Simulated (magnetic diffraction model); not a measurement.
# Al₂CuS₄: what an assumed order does to the neutron pattern

Space group Fd-3m (no. 227, origin choice 1), a = 10.0380 Å.

| site | atom | x | y | z |
| --- | --- | --- | --- | --- |
| 8a | Cu | 1/2 | 0 | 1/2 |
| 32e | S | 0.6391 | 0.1391 | 0.3609 |
| 16d | Al | 3/8 | 5/8 | 3/8 |

This is a made-up structure (elements placed in a structure type, unrelaxed), so the numbers test the method and describe no known phase.

Only Cu is taken to order (form factors of Cu2+); orders and moment sizes are assumed, and not adapted to the symmetry. Radiation: neutrons of λ = 4.2 Å, 5° to 100°; isotropic B of 0.54 Å² (Cu), 0.68 Å² (S) and 0.89 Å² (Al). The intensities are simulated: I ∝ L Σ (|F_N|² + |F_M⊥|²) for unpolarised neutrons, with F_M = 2.695 fm/μB × Σ f(s) S exp(2πi Q·r) exp(−B s²) at Q = H ± k (one set where k and −k are equivalent), only the part normal to Q counting and L = 1/(sin²θ cos θ). For collinear order S is the moment m, which repeats by lattice and centring translations R with the sign exp(−2πi k·R). Form factors are spin-only for 3d ions and dipole or tabulated for f ions, scattering lengths are Sears's of 1992, and absorption is left out. A label names one of the reflections at its angle. The strongest nuclear line in the range is 100, and lines under 0.2 are left out.

Assume the order k = (0 0 0), collinear moments along [001], 0.93 μB on Cu; signs + at (1/2, 0, 1/2), + at (1/4, 1/4, 1/4).

Q: Where does magnetic intensity appear, and how strong is it?

```tsv
2θ (°)	index	nuclear	magnetic
42.49	(1 1 1)	0.4	2.6
72.56	(2 2 0)	57.9	2.8
87.87	(3 1 1)	100.0	2.0
92.89	(2 2 2)	7.3	0.0
```

The strongest magnetic line in the range is (2 2 0) at 72.56° (2.8). On top of the Lorentz factor, which all lines share, magnetic lines fade with angle because f falls: for Cu2+ it is 0.93, 0.75, 0.55 and 0.23 at sin θ/λ = 0.1, 0.2, 0.3 and 0.5 Å⁻¹, while nuclear lengths stay constant. The net moment is 1.86 μB a primitive cell.

[Logs are printed without paths, hosts, clocks, repeated set-up lines and the standing remarks that a program may print on its own settings, such as how far it seeks lower states.]
